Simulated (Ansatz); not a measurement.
# H on Mg(0001): change of the work function, part 4 of 4

Wanted: Δφ(θ) for H/Mg(0001), starting from the fcc site.

Ansatz 0.2.0; plane-wave DFT, PBE, Ansatz PAW.

So far, work function, upper face (eV): step 2 (the clean slab) 3.79; step 3 (37 atoms, coverage 0.111 ML, cell 3x3) 3.74; step 4 (17 atoms, coverage 0.25 ML, cell 2x2) 3.67.

## (5) Adsorbate added, k-mesh 6×6×1, coverage 0.5 ML (continued)

The density of states has structure finer than the step of the table below, so its rows give means over 0.25 eV, whole bins alone (the curve runs from -8 to 1.98 eV). Peaks (eV: height): -4.690: 12.6, -0.960: 15.0, -0.210: 14.9, 0.210: 11.8, 0.270: 11.9, 1.110: 12.8, 1.920: 15.5.

Table of density of states by energy, zero at the Fermi level; means over each step:

| energy (eV) | density of states (states/eV a cell) |
| --- | --- |
| -7.25 | 0 |
| -7.00 | 0.0203 |
| -6.75 | 1.62 |
| -6.50 | 2.07 |
| -6.25 | 2.90 |
| -6.00 | 3.58 |
| -5.75 | 2.88 |
| -5.50 | 3.35 |
| -5.25 | 3.11 |
| -5.00 | 4.23 |
| -4.75 | 6.93 |
| -4.50 | 3.49 |
| -4.25 | 2.73 |
| -4.00 | 4.04 |
| -3.75 | 4.61 |
| -3.50 | 5.16 |
| -3.25 | 4.49 |
| -3.00 | 4.64 |
| -2.75 | 7.44 |
| -2.50 | 3.42 |
| -2.25 | 5.81 |
| -2.00 | 6.30 |
| -1.75 | 7.09 |
| -1.50 | 7.04 |
| -1.25 | 5.73 |
| -1.00 | 8.30 |
| -0.75 | 7.03 |
| -0.50 | 7.21 |
| -0.25 | 8.14 |
| 0.00 | 6.23 |
| 0.25 | 7.74 |
| 0.50 | 6.08 |
| 0.75 | 6.08 |
| 1.00 | 10.1 |
| 1.25 | 10.2 |
| 1.50 | 7.10 |
| 1.75 | 8.25 |

The relaxation took 4 steps and lowered the energy by 0.10 eV; the largest force on the free atoms ends at 0.013 eV/Å.

The covered face has 3.58 eV, -0.21 eV against the clean one; the bare back face has moved by -0.05 eV, a measure of how thin the slab is.

## (6) The covered slab, k-mesh 12×12×1, coverage 1 ML

System of this step: H/Mg(0001). The cell holds 5 atoms: 4 Mg and 1 H. Cell: a = 3.210 Å, b = 3.210 Å, c = 26.448 Å, α = 90.0°, β = 90.0°, γ = 60.0°. Vacuum lies along c.

Another coverage, to see how the dipoles act on each other as their distance changes.

The input, input.yaml:

```yaml
crystal:
  lattice:
    - [3.21, 0.0, 0.0]
    - [1.605, 2.7799415461, 0.0]
    - [0.0, 0.0, 26.4482467859]
  atoms:
    - { symbol: Mg, position: [0.6666666667, 0.6666666667, 0.3402872059] }
    - { symbol: Mg, position: [0.0, 0.0, 0.4388389179] }
    - { symbol: Mg, position: [0.6666666667, 0.6666666667, 0.5375833639] }
    - { symbol: Mg, position: [0.0, 0.0, 0.6370269804] }
    - { symbol: H, position: [0.3333333333, 0.3333333333, 0.6597127941] }
kpoints:
  mp_grid: { grid: [12, 12, 1] }
hamiltonian:
  xc: pbe
scf:
  occupations: { method: fermi_dirac, width: 0.1 }
  convergence: { dr2_threshold: 1.0e-08 }
efield:
  axis: 3
  dipole_correction: true
  ramp_position: 0.97
  ramp_width: 0.06
relax:
  f_tol: 0.02
  max_steps: 60
  constraints: [{ sites: [0, 1] }]
output:
  write_potential: true
  write_density: true
  volumetric_format: npy
```

Command:

```console
$ ansatz run input.yaml --threads 4 --pin off --max-ram 16384MiB --backend cpu --events-out ev --progress --plain --runs-dir out
```

Numbers of over 12 decimals in the logs are rounded to 6 here.

Output:

```text
[...]
Crystal: 5 atoms, lattice volume = 236.014 Å³
Basis set: ecut = 420 eV, 4697 PW (Γ), exchange–correlation on 48×48×360 points (8 copies of the dense FFT grid, shifted against one another)
Bands: 26, of which v1, the nominal top of the filled ones, is band 21 counted from 1 (20 counted from 0)
Symmetry: 6 space group operations
[...]
atoms:
    - { symbol: Mg, position: [0.666667, 0.666667, 0.3402872059] }
    - { symbol: Mg, position: [-1.850371707762447e-17, -1.850371707762447e-17, 0.438839] }
    - { symbol: Mg, position: [0.666667, 0.666667, 0.536367] }
    - { symbol: Mg, position: [-1.9504831398090092e-17, -1.8503717077624462e-17, 0.633744] }
    - { symbol: H, position: [0.333333, 0.333333, 0.665617] }
[key lines of the parts left out:]
SCF converged after 6 iterations
Free energy (F): -7710.644390 eV
Fermi energy:    0.101242 eV
Dipole field:    D = 0.006879 V/Å  (p = 0.008973 e·Å, saw-weighted, corrected)
Work function:   Φ+ = 3.5517 eV   Φ− = 3.7336 eV
```

Run time: 8 s. Hardware: 4 threads of Arm Neoverse V1, shared host; peak memory 0.49 GiB; 30 s of CPU time.

Relaxation path:

| step | energy less that of the first step (eV) | largest force component (eV/Å) |
| --- | --- | --- |
| 1 | 0.0000 | 0.5934 |
| 2 | -0.0609 | 0.2748 |
| 3 | -0.0700 | 0.0539 |
| 4 | -0.0706 | 0.0035 |

Forces are held to the 6 operations that the run works with; a distortion that breaks them can't arise in this run.

The atoms that moved most (Å):

| atom | dx | dy | dz | length |
| --- | --- | --- | --- | --- |
| H5 | 0.000 | 0.000 | 0.156 | 0.156 |
| Mg4 | 0.000 | 0.000 | -0.087 | 0.087 |
| Mg3 | 0.000 | 0.000 | -0.032 | 0.032 |

The relaxed structure:

```xyz
5
Lattice="3.2100 0.0000 0.0000 1.6050 2.7799 0.0000 0.0000 0.0000 26.4482" Properties=species:S:1:pos:R:3
Mg    3.2100    1.8533    9.0000
Mg    0.0000    0.0000   11.6065
Mg    3.2100    1.8533   14.1860
Mg    0.0000    0.0000   16.7614
H     1.6050    0.9266   17.6044
```

Running mean over 2.60652 Å of the planar mean; the ramp of the sawtooth is left out. Electron's electrostatic potential energy less the Fermi level against z:

| z (Å) | electron's electrostatic potential energy less the Fermi level (eV) |
| --- | --- |
| 3.5 | 3.73 |
| 4.0 | 3.73 |
| 4.5 | 3.73 |
| 5.0 | 3.72 |
| 5.5 | 3.69 |
| 6.0 | 3.59 |
| 6.5 | 3.30 |
| 7.0 | 2.55 |
| 7.5 | 0.657 |
| 8.0 | -2.11 |
| 8.5 | -3.59 |
| 9.0 | -4.02 |
| 9.5 | -4.07 |
| 10.0 | -4.04 |
| 10.5 | -4.03 |
| 11.0 | -4.03 |
| 11.5 | -4.03 |
| 12.0 | -4.04 |
| 12.5 | -4.12 |
| 13.0 | -4.17 |
| 13.5 | -4.09 |
| 14.0 | -4.02 |
| 14.5 | -4.01 |
| 15.0 | -4.10 |
| 15.5 | -4.23 |
| 16.0 | -4.30 |
| 16.5 | -4.75 |
| 17.0 | -4.76 |
| 17.5 | -3.96 |
| 18.0 | -1.67 |
| 18.5 | 1.01 |
| 19.0 | 2.61 |
| 19.5 | 3.31 |
| 20.0 | 3.49 |
| 20.5 | 3.54 |
| 21.0 | 3.55 |
| 21.5 | 3.55 |
| 22.0 | 3.55 |
| 22.5 | 3.55 |
| 23.0 | 3.55 |

The relaxation took 4 steps and lowered the energy by 0.071 eV; the largest force on the free atoms ends at 0.0035 eV/Å.

The covered face has 3.55 eV, -0.24 eV against the clean one; the bare back face has moved by -0.06 eV, a measure of how thin the slab is.

## (7) Work function against coverage

This step: plane-wave DFT, PBE, Ansatz PAW; work function against coverage (Ansatz 0.2.0).

The runs are now put side by side.

This step gave:

```yaml
work_function_of_the_clean_face: 3.787 eV
largest_change_of_the_work_function: -0.2356 eV
```

Work function of the covered face against coverage:

| coverage (adsorbates/nm²) | work function of the covered face (eV) |
| --- | --- |
| 0.00 | 3.79 |
| 1.25 | 3.74 |
| 2.80 | 3.67 |
| 5.60 | 3.58 |
| 11.21 | 3.55 |

The dipole per adsorbate comes from the change of the cell's dipole. Coverage, by row:

| coverage (1/nm²) | coverage (ML) | work function (eV) | change (eV) | dipole per adsorbate, positive end outwards (debye) | mean height of the added atoms over the highest substrate atom (Å) |
| --- | --- | --- | --- | --- | --- |
| 1.245 | 0.1111 | 3.741 | -0.04637 | 0.072 | 0.8463 |
| 2.802 | 0.25 | 3.672 | -0.1153 | 0.077 | 0.8366 |
| 5.603 | 0.5 | 3.58 | -0.2077 | 0.076 | 0.7893 |
| 11.21 | 1 | 3.552 | -0.2356 | 0.042 | 0.843 |

## (8) What came out

| Property | Result |
| --- | --- |
| work function of the clean face | 3.79 eV |
| work function at 0.11 ML | 3.74 eV |
| work function at 0.25 ML | 3.67 eV |
| work function at 0.5 ML | 3.58 eV |
| work function at 1 ML | 3.55 eV |
| dipole per adsorbate at 0.11 ML, positive end outwards | 0.07 D |

What this shows: At the lowest coverage H changes the work function of Mg(0001) by under 0.15 eV, within the error of so thin a slab; the largest change, -0.24 eV, comes at higher coverage. The slab has 4 layers, at the tabulated experimental lattice constant, one starting site was run, and quantum-size effects of a slab this thin can reach one or two tenths of an eV.

[Logs are printed without paths, hosts, clocks, repeated set-up lines and the standing remarks that a program may print on its own settings, such as how far it seeks lower states.]

[Hosts, paths, dates, database ids (printed as entryN), source tags and the programs' standing remarks are cut or masked in the printed files.]

[Maps of the electrostatic potential energy from Ansatz leave out the sawtooth potential of an applied field or a dipole correction, so their vacuum need not be flat; planar profiles and work functions include it.]

[The density of states shown here was stored with 400 of the rows of the run's finer table, so its peaks can read low, often by over a quarter, or be missed, and its means over a window can be off by a tenth or more.]
